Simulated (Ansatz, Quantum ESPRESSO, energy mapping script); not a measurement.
## CoO: exchange couplings from total energies

How strongly do the moments of CoO couple under PBE, QE, GBRV? The plan is to run several orders and fit a Heisenberg model.

Main program and level: Quantum ESPRESSO 7.5; PBE; plane waves, collinear spin, no spin–orbit coupling.

**What experiment says.**

For CoO, rock salt (literature value), “On the Elastic Anisotropy of the Entropy-Stabilized Oxide (Mg, Co, Ni, Cu, Zn)O” (2020, arxiv:2004.06613) quotes earlier work: ordering temperature (Neel temperature) 291 K [literature value quoted in the paper's theory part].

## 1. The structure

It takes space group Fm-3m (No. 225, cubic). Conventional cell: a = 4.263 Å, b = 4.263 Å, c = 4.263 Å, α = 90.00°, β = 90.00°, γ = 90.00°. Co has 6 O at 2.13 Å nearest. Nearest to O lie 6 Co at 2.13 Å. Farther neighbours and most contacts between anions are not listed.

As a file:

```cif
data_structure
_symmetry_space_group_name_H-M 'Fm-3m'
_symmetry_Int_Tables_number 225
_cell_length_a 4.2630
_cell_length_b 4.2630
_cell_length_c 4.2630
_cell_angle_alpha 90.000
_cell_angle_beta 90.000
_cell_angle_gamma 90.000
_cell_volume 77.47
loop_
_atom_site_label
_atom_site_type_symbol
_atom_site_symmetry_multiplicity
_atom_site_Wyckoff_symbol
_atom_site_fract_x
_atom_site_fract_y
_atom_site_fract_z
_atom_site_occupancy
Co1 Co 4 a 0.00000 0.00000 0.00000 1
O1 O 4 b 0.50000 0.00000 0.00000 1
```

No correction acts on the open shell here, which makes this the cheap baseline. These runs use Quantum ESPRESSO.

## 2. Run 1 (parallel; cell A, 4 atoms)

Each cell gets its own parallel run on the same mesh, so that most of the mesh error cancels in the differences.

The potential files are GBRV's for PBE; pw.x takes the functional from them.

Input file pw.in:

```
&control
  calculation = 'scf'
  prefix = 'pw'
  outdir = './tmp/'
  pseudo_dir = './pseudo/'
  verbosity = 'low'
/
&system
  ibrav = 0
  nat = 4
  ntyp = 2
  ecutwfc = 45
  ecutrho = 360
  nbnd = 38
  occupations = 'smearing'
  smearing = 'fd'
  degauss = 0.00367493
  nspin = 2
  starting_magnetization(1) = 0.1765
/
&electrons
  conv_thr = 1.0e-08
  electron_maxstep = 120
  mixing_beta = 0.3
  mixing_mode = 'plain'
/
ATOMIC_SPECIES
  Co 58.9332 Co.upf
  O 15.9990 O.upf
CELL_PARAMETERS angstrom
  0.00000000 -2.13150000 -2.13150000
  0.00000000 2.13150000 -2.13150000
  4.26300000 0.00000000 0.00000000
ATOMIC_POSITIONS crystal
  Co 0.50000000 0.50000000 0.50000000
  Co 0.00000000 0.00000000 0.00000000
  O 0.50000000 0.50000000 0.00000000
  O 0.00000000 0.00000000 0.50000000
K_POINTS automatic
  11 11 8 0 0 0
```

Run with:

```console
OMP_NUM_THREADS=1 mpirun -n 4 pw.x -nk 4 -in pw.in > pw.out
```

Output:

```text
Program PWSCF v.7.5 starts
[...]
unit-cell volume          =     261.4042 (a.u.)^3
     number of atoms/cell      =            4
[...]
number of electrons       =        46.00
     number of Kohn-Sham states=           38
     kinetic-energy cutoff     =      45.0000  Ry
     charge density cutoff     =     360.0000  Ry
     scf convergence threshold =      1.0E-08
[...]
Exchange-correlation= SLA  PW   PBE  PBE
[...]
atomic species   magnetization
[...]
16 Sym. Ops., with inversion, found
[...]
number of k points=   105  Fermi-Dirac smearing, width (Ry)=  0.0037
[...]
iteration #  1     ecut=    45.00 Ry     beta= 0.30
[...]
total energy              =    -656.99901137 Ry
     estimated scf accuracy    <      14.00995691 Ry
     total magnetization       =     6.11 Bohr mag/cell
     absolute magnetization    =     6.22 Bohr mag/cell
     iteration #  2     ecut=    45.00 Ry     beta= 0.30
[...]
total energy              =    -659.14091743 Ry
     estimated scf accuracy    <      16.92714583 Ry
     total magnetization       =     0.70 Bohr mag/cell
     absolute magnetization    =     0.78 Bohr mag/cell
     iteration #  3     ecut=    45.00 Ry     beta= 0.30
[...]
total energy              =    -661.41606322 Ry
     estimated scf accuracy    <       0.42022159 Ry
     total magnetization       =     6.02 Bohr mag/cell
     absolute magnetization    =     6.03 Bohr mag/cell
     iteration #  4     ecut=    45.00 Ry     beta= 0.30
[...]
total energy              =    -661.42266767 Ry
     estimated scf accuracy    <       0.11627412 Ry
     total magnetization       =     6.00 Bohr mag/cell
     absolute magnetization    =     6.01 Bohr mag/cell
     iteration #  5     ecut=    45.00 Ry     beta= 0.30
[...]
total energy              =    -661.42811581 Ry
     estimated scf accuracy    <       0.03322383 Ry
     total magnetization       =     5.95 Bohr mag/cell
     absolute magnetization    =     5.97 Bohr mag/cell
     iteration #  6     ecut=    45.00 Ry     beta= 0.30
[...]
total energy              =    -661.41925002 Ry
     estimated scf accuracy    <       0.80254193 Ry
     total magnetization       =     5.88 Bohr mag/cell
     absolute magnetization    =     5.90 Bohr mag/cell
     iteration #  7     ecut=    45.00 Ry     beta= 0.30
[...]
total energy              =    -661.43408217 Ry
     estimated scf accuracy    <       0.00229512 Ry
     total magnetization       =     5.93 Bohr mag/cell
     absolute magnetization    =     5.97 Bohr mag/cell
     iteration #  8     ecut=    45.00 Ry     beta= 0.30
[...]
total energy              =    -661.43460987 Ry
     estimated scf accuracy    <       0.00034220 Ry
     total magnetization       =     5.97 Bohr mag/cell
     absolute magnetization    =     6.01 Bohr mag/cell
     iteration #  9     ecut=    45.00 Ry     beta= 0.30
[...]
total energy              =    -661.43457221 Ry
     estimated scf accuracy    <       0.00081465 Ry
     total magnetization       =     5.98 Bohr mag/cell
     absolute magnetization    =     6.03 Bohr mag/cell
     iteration # 10     ecut=    45.00 Ry     beta= 0.30
[...]
total energy              =    -661.43463583 Ry
     estimated scf accuracy    <       0.00005736 Ry
     total magnetization       =     5.98 Bohr mag/cell
     absolute magnetization    =     6.03 Bohr mag/cell
     iteration # 11     ecut=    45.00 Ry     beta= 0.30
[...]
total energy              =    -661.43462907 Ry
     estimated scf accuracy    <       0.00003580 Ry
     total magnetization       =     5.98 Bohr mag/cell
     absolute magnetization    =     6.03 Bohr mag/cell
     iteration # 12     ecut=    45.00 Ry     beta= 0.30
[...]
total energy              =    -661.43463463 Ry
     estimated scf accuracy    <       0.00000102 Ry
     total magnetization       =     5.98 Bohr mag/cell
     absolute magnetization    =     6.03 Bohr mag/cell
     iteration # 13     ecut=    45.00 Ry     beta= 0.30
[...]
total energy              =    -661.43463482 Ry
     estimated scf accuracy    <       0.00000016 Ry
     total magnetization       =     5.98 Bohr mag/cell
     absolute magnetization    =     6.03 Bohr mag/cell
     iteration # 14     ecut=    45.00 Ry     beta= 0.30
[...]
total energy              =    -661.43463488 Ry
     estimated scf accuracy    <       0.00000004 Ry
     total magnetization       =     5.98 Bohr mag/cell
     absolute magnetization    =     6.03 Bohr mag/cell
     iteration # 15     ecut=    45.00 Ry     beta= 0.30
[...]
Magnetic moment per site  (integrated on atomic sphere of radius R)
     atom   1 (R=0.292)  charge= 14.6121  magn=  2.5484
     atom   2 (R=0.292)  charge= 14.6121  magn=  2.5485
     atom   3 (R=0.292)  charge=  5.7682  magn=  0.3435
     atom   4 (R=0.292)  charge=  5.7682  magn=  0.3435
     End of self-consistent calculation
     Number of k-points >= 100: set verbosity='high' to print the bands.
     the Fermi energy is    13.8497 ev
!    total energy              =    -661.43463490 Ry
     estimated scf accuracy    <          6.0E-09 Ry
     smearing contrib. (-TS)   =      -0.00450313 Ry
     internal energy E=F+TS    =    -661.43013177 Ry
     The total energy is F=E-TS. E is the sum of the following terms:
     one-electron contribution =    -366.00609280 Ry
     hartree contribution      =     209.73683977 Ry
     xc contribution           =     -80.03515531 Ry
     ewald contribution        =    -425.12572344 Ry
     total magnetization       =     5.98 Bohr mag/cell
     absolute magnetization    =     6.03 Bohr mag/cell
     convergence has been achieved in  15 iterations
=------------------------------------------------------------------------------=
   JOB DONE.
=------------------------------------------------------------------------------=
```

It took 42 s on 4 MPI ranks of Arm Neoverse V2, shared host; peak memory 0.5 GiB.

Spin moment in the sphere by atom:

| atom | spin moment in the sphere (μB) |
| --- | --- |
| Co1 | 2.55 |
| Co2 | 2.55 |
| O3 | 0.34 |
| O4 | 0.34 |

The run ends ferromagnetic.

## 3. Run 2 (compensated +−; cell A, 4 atoms)

This order reverses 8 of the 12 neighbours at 3.01 Å and 0 of the 6 neighbours at 4.26 Å, counted for an average magnetic atom.

Changes to pw.in since step 2:

```diff
@@ -10,6 +10,6 @@
   nat = 4
-  ntyp = 2
+  ntyp = 3
   ecutwfc = 45
   ecutrho = 360
-  nbnd = 38
+  nbnd = 35
   occupations = 'smearing'
@@ -19,2 +19,3 @@
   starting_magnetization(1) = 0.1765
+  starting_magnetization(2) = -0.1765
 /
@@ -27,3 +28,4 @@
 ATOMIC_SPECIES
-  Co 58.9332 Co.upf
+  Co1 58.9332 Co.upf
+  Co2 58.9332 Co.upf
   O 15.9990 O.upf
@@ -34,4 +36,4 @@
 ATOMIC_POSITIONS crystal
-  Co 0.50000000 0.50000000 0.50000000
-  Co 0.00000000 0.00000000 0.00000000
+  Co1 0.50000000 0.50000000 0.50000000
+  Co2 0.00000000 0.00000000 0.00000000
   O 0.50000000 0.50000000 0.00000000
```

Output:

```text
[banner, memory and clock lines left out]
Program PWSCF v.7.5 starts
[...]
unit-cell volume          =     261.4042 (a.u.)^3
     number of atoms/cell      =            4
[...]
number of electrons       =        46.00
     number of Kohn-Sham states=           35
     kinetic-energy cutoff     =      45.0000  Ry
     charge density cutoff     =     360.0000  Ry
     scf convergence threshold =      1.0E-08
[...]
Exchange-correlation= SLA  PW   PBE  PBE
[...]
atomic species   magnetization
[...]
16 Sym. Ops., with inversion, found
[...]
number of k points=   105  Fermi-Dirac smearing, width (Ry)=  0.0037
[...]
iteration #  1     ecut=    45.00 Ry     beta= 0.30
[...]
total energy              =    -656.97485106 Ry
     estimated scf accuracy    <      13.94923461 Ry
     total magnetization       =    -0.00 Bohr mag/cell
     absolute magnetization    =     6.17 Bohr mag/cell
     iteration #  2     ecut=    45.00 Ry     beta= 0.30
[...]
total energy              =    -659.18410005 Ry
     estimated scf accuracy    <      16.74636359 Ry
     total magnetization       =     0.00 Bohr mag/cell
     absolute magnetization    =     0.80 Bohr mag/cell
     iteration #  3     ecut=    45.00 Ry     beta= 0.30
[...]
total energy              =    -661.40455746 Ry
     estimated scf accuracy    <       0.36274268 Ry
     total magnetization       =     0.00 Bohr mag/cell
     absolute magnetization    =     5.66 Bohr mag/cell
[...]
total energy              =    -661.42177714 Ry
[...]
iteration # 17     ecut=    45.00 Ry     beta= 0.30
[...]
total energy              =    -661.42177715 Ry
     estimated scf accuracy    <       0.00000007 Ry
     total magnetization       =    -0.00 Bohr mag/cell
     absolute magnetization    =     5.16 Bohr mag/cell
     iteration # 18     ecut=    45.00 Ry     beta= 0.30
[...]
Magnetic moment per site  (integrated on atomic sphere of radius R)
     atom   1 (R=0.292)  charge= 14.6292  magn=  2.3484
     atom   2 (R=0.292)  charge= 14.6292  magn= -2.3484
     atom   3 (R=0.292)  charge=  5.7553  magn= -0.1132
     atom   4 (R=0.292)  charge=  5.7553  magn=  0.1132
     End of self-consistent calculation
     Number of k-points >= 100: set verbosity='high' to print the bands.
     the Fermi energy is    13.7793 ev
!    total energy              =    -661.42177715 Ry
     estimated scf accuracy    <          3.5E-09 Ry
     smearing contrib. (-TS)   =      -0.00505538 Ry
     internal energy E=F+TS    =    -661.41672177 Ry
     The total energy is F=E-TS. E is the sum of the following terms:
     one-electron contribution =    -366.24031077 Ry
     hartree contribution      =     209.95461289 Ry
     xc contribution           =     -80.00530046 Ry
     ewald contribution        =    -425.12572344 Ry
     total magnetization       =     0.00 Bohr mag/cell
     absolute magnetization    =     5.16 Bohr mag/cell
     convergence has been achieved in  18 iterations
```

Elapsed: 47 s, on 4 MPI ranks; peak memory 0.49 GiB.

Spin moment in the sphere by atom:

| atom | spin moment in the sphere (μB) |
| --- | --- |
| Co1 | 2.35 |
| Co2 | -2.35 |
| O3 | -0.11 |
| O4 | 0.11 |

The run ends antiferromagnetic, 89.35 meV a magnetic atom above the parallel order of its cell (energies taken at zero occupation width, not the printed F).

## 4. Order 3: parallel, cell B of 4 atoms

A new cell needs its own zero of energy.

This run holds the same structure in another cell (c 4.263 → 5.221 Å, α 90.0 → 73.2°, β 90.0 → 73.2°, γ 90.0 → 60.0°).

Input file pw.in:

```
&control
  calculation = 'scf'
  prefix = 'pw'
  outdir = './tmp/'
  pseudo_dir = './pseudo/'
  verbosity = 'low'
/
&system
  ibrav = 0
  nat = 4
  ntyp = 2
  ecutwfc = 45
  ecutrho = 360
  nbnd = 38
  occupations = 'smearing'
  smearing = 'fd'
  degauss = 0.00367493
  nspin = 2
  starting_magnetization(1) = 0.1765
/
&electrons
  conv_thr = 1.0e-08
  electron_maxstep = 120
  mixing_beta = 0.3
  mixing_mode = 'plain'
/
ATOMIC_SPECIES
  Co 58.9332 Co.upf
  O 15.9990 O.upf
CELL_PARAMETERS angstrom
  0.00000000 -2.13150000 -2.13150000
  -2.13150000 0.00000000 -2.13150000
  2.13150000 2.13150000 -4.26300000
ATOMIC_POSITIONS crystal
  Co 0.50000000 0.50000000 0.50000000
  Co 0.00000000 0.00000000 0.00000000
  O 0.75000000 0.75000000 0.75000000
  O 0.25000000 0.25000000 0.25000000
K_POINTS automatic
  13 13 13 0 0 0
```

Output:

```text
[banner, memory and clock lines left out]
Program PWSCF v.7.5 starts
[...]
unit-cell volume          =     261.4042 (a.u.)^3
     number of atoms/cell      =            4
[...]
number of electrons       =        46.00
     number of Kohn-Sham states=           38
     kinetic-energy cutoff     =      45.0000  Ry
     charge density cutoff     =     360.0000  Ry
[...]
internal energy E=F+TS    =    -661.43011388 Ry
     The total energy is F=E-TS. E is the sum of the following terms:
     one-electron contribution =    -366.00472586 Ry
     hartree contribution      =     209.73561297 Ry
     xc contribution           =     -80.03527756 Ry
     ewald contribution        =    -425.12572344 Ry
     total magnetization       =     5.98 Bohr mag/cell
     absolute magnetization    =     6.04 Bohr mag/cell
     convergence has been achieved in  15 iterations
[key lines of the parts left out:]
!    total energy              =    -661.43462050 Ry
the Fermi energy is    13.8498 ev
```

Elapsed: 1.8 min, on 4 MPI ranks; peak memory 0.7 GiB; 7 min of CPU time.

The run ends ferromagnetic. For each magnetic atom its energy differs from the parallel run of the first cell by 0.11 meV, an error that one common reference would have brought in.

## 5. Run 4 (compensated +−; cell B, 4 atoms)

This order reverses 6 of the 12 neighbours at 3.01 Å and 6 of the 6 neighbours at 4.26 Å, counted for an average magnetic atom.

Changes to pw.in since step 4:

```diff
@@ -10,6 +10,6 @@
   nat = 4
-  ntyp = 2
+  ntyp = 3
   ecutwfc = 45
   ecutrho = 360
-  nbnd = 38
+  nbnd = 35
   occupations = 'smearing'
@@ -19,2 +19,3 @@
   starting_magnetization(1) = 0.1765
+  starting_magnetization(2) = -0.1765
 /
@@ -27,3 +28,4 @@
 ATOMIC_SPECIES
-  Co 58.9332 Co.upf
+  Co1 58.9332 Co.upf
+  Co2 58.9332 Co.upf
   O 15.9990 O.upf
@@ -34,4 +36,4 @@
 ATOMIC_POSITIONS crystal
-  Co 0.50000000 0.50000000 0.50000000
-  Co 0.00000000 0.00000000 0.00000000
+  Co1 0.50000000 0.50000000 0.50000000
+  Co2 0.00000000 0.00000000 0.00000000
   O 0.75000000 0.75000000 0.75000000
```

Output:

```text
[banner, memory and clock lines left out]
Program PWSCF v.7.5 starts
[...]
unit-cell volume          =     261.4042 (a.u.)^3
     number of atoms/cell      =            4
[...]
number of electrons       =        46.00
     number of Kohn-Sham states=           35
     kinetic-energy cutoff     =      45.0000  Ry
     charge density cutoff     =     360.0000  Ry
[...]
internal energy E=F+TS    =    -661.44934172 Ry
     The total energy is F=E-TS. E is the sum of the following terms:
     one-electron contribution =    -366.22777793 Ry
     hartree contribution      =     209.89392736 Ry
     xc contribution           =     -79.98976771 Ry
     ewald contribution        =    -425.12572344 Ry
     total magnetization       =    -0.00 Bohr mag/cell
     absolute magnetization    =     5.15 Bohr mag/cell
     convergence has been achieved in  16 iterations
[key lines of the parts left out:]
!    total energy              =    -661.45371591 Ry
the Fermi energy is    13.8087 ev
```

Elapsed: 98 s, on 4 MPI ranks; peak memory 0.68 GiB; 6.5 min of CPU time.

The run ends antiferromagnetic, 130.35 meV a magnetic atom below the parallel order of its cell (energies taken at zero occupation width, not the printed F).

## 6. Parallel start in cell C (6 atoms)

A new cell needs its own zero of energy.

Input file pw.in:

```
&control
  calculation = 'scf'
  prefix = 'pw'
  outdir = './tmp/'
  pseudo_dir = './pseudo/'
  verbosity = 'low'
/
&system
  ibrav = 0
  nat = 6
  ntyp = 2
  ecutwfc = 45
  ecutrho = 360
  nbnd = 55
  occupations = 'smearing'
  smearing = 'fd'
  degauss = 0.00367493
  nspin = 2
  starting_magnetization(1) = 0.1765
/
&electrons
  conv_thr = 1.5e-08
  electron_maxstep = 120
  mixing_beta = 0.3
  mixing_mode = 'plain'
/
ATOMIC_SPECIES
  Co 58.9332 Co.upf
  O 15.9990 O.upf
CELL_PARAMETERS angstrom
  0.00000000 -2.13150000 -2.13150000
  -4.26300000 0.00000000 0.00000000
  2.13150000 4.26300000 -2.13150000
ATOMIC_POSITIONS crystal
  Co 0.66666667 0.66666667 0.33333333
  Co 0.33333333 0.33333333 0.66666667
  Co 0.00000000 0.00000000 0.00000000
  O 0.66666667 0.16666667 0.33333333
  O 0.33333333 0.83333333 0.66666667
  O 0.00000000 0.50000000 0.00000000
K_POINTS automatic
  12 12 12 0 0 0
```

Output:

```text
Program PWSCF v.7.5 starts
[...]
unit-cell volume          =     392.1063 (a.u.)^3
     number of atoms/cell      =            6
[...]
number of electrons       =        69.00
     number of Kohn-Sham states=           55
     kinetic-energy cutoff     =      45.0000  Ry
     charge density cutoff     =     360.0000  Ry
     scf convergence threshold =      1.5E-08
[...]
Exchange-correlation= SLA  PW   PBE  PBE
[...]
total energy              =    -992.15187866 Ry
     estimated scf accuracy    <       0.00020958 Ry
     total magnetization       =     8.96 Bohr mag/cell
     absolute magnetization    =     9.02 Bohr mag/cell
     iteration #  9     ecut=    45.00 Ry     beta= 0.30
[...]
total energy              =    -992.15186849 Ry
     estimated scf accuracy    <       0.00072642 Ry
     total magnetization       =     8.98 Bohr mag/cell
     absolute magnetization    =     9.05 Bohr mag/cell
     iteration # 10     ecut=    45.00 Ry     beta= 0.30
```

Run time: 3.5 min. Hardware: 4 MPI ranks; peak memory 1.4 GiB.

The run was stopped unfinished when the time set aside for it ran out, so what it printed is not taken as a result.

## 7. Run 6 (parallel; cell D, 6 atoms)

A new cell needs its own zero of energy.

Input file pw.in:

```
&control
  calculation = 'scf'
  prefix = 'pw'
  outdir = './tmp/'
  pseudo_dir = './pseudo/'
  verbosity = 'low'
/
&system
  ibrav = 0
  nat = 6
  ntyp = 2
  ecutwfc = 45
  ecutrho = 360
  nbnd = 55
  occupations = 'smearing'
  smearing = 'fd'
  degauss = 0.00367493
  nspin = 2
  starting_magnetization(1) = 0.1765
/
&electrons
  conv_thr = 1.5e-08
  electron_maxstep = 120
  mixing_beta = 0.3
  mixing_mode = 'plain'
/
ATOMIC_SPECIES
  Co 58.9332 Co.upf
  O 15.9990 O.upf
CELL_PARAMETERS angstrom
  0.00000000 2.13150000 2.13150000
  0.00000000 2.13150000 -2.13150000
  -6.39450000 -2.13150000 0.00000000
ATOMIC_POSITIONS crystal
  Co 0.00000000 0.00000000 0.00000000
  Co 0.33333333 0.33333333 0.66666667
  Co 0.66666667 0.66666667 0.33333333
  O 0.83333333 0.83333333 0.66666667
  O 0.16666667 0.16666667 0.33333333
  O 0.50000000 0.50000000 0.00000000
K_POINTS automatic
  11 11 11 0 0 0
```

Output:

```text
[banner, memory and clock lines left out]
Program PWSCF v.7.5 starts
[...]
unit-cell volume          =     392.1063 (a.u.)^3
     number of atoms/cell      =            6
[...]
number of electrons       =        69.00
     number of Kohn-Sham states=           55
     kinetic-energy cutoff     =      45.0000  Ry
     charge density cutoff     =     360.0000  Ry
[...]
internal energy E=F+TS    =    -992.14521377 Ry
     The total energy is F=E-TS. E is the sum of the following terms:
     one-electron contribution =    -549.00846748 Ry
     hartree contribution      =     314.60474710 Ry
     xc contribution           =    -120.05290824 Ry
     ewald contribution        =    -637.68858516 Ry
     total magnetization       =     8.97 Bohr mag/cell
     absolute magnetization    =     9.05 Bohr mag/cell
     convergence has been achieved in  15 iterations
[key lines of the parts left out:]
!    total energy              =    -992.15194896 Ry
the Fermi energy is    13.8499 ev
```

Run time: 2.1 min. Hardware: 4 MPI ranks; peak memory 0.85 GiB; 8.4 min of CPU time.

The run ends ferromagnetic. For each magnetic atom its energy differs from the parallel run of the first cell by -0.03 meV, an error that one common reference would have brought in.

(Continued in part 2 of 2.)

[Logs and program files are shortened in this print: banners, set-up blocks, solver, clock and traceback lines can be left out without a mark of their own.]

[Logs are printed without paths, hosts, clocks, repeated set-up lines and the standing remarks that a program may print on its own settings, such as how far it seeks lower states.]

[Hosts, paths, dates, database ids (printed as entryN), source tags and the programs' standing remarks are cut or masked in the printed files.]

[Where a cell is said to come from a database of computed structures, the database is the Materials Project.]
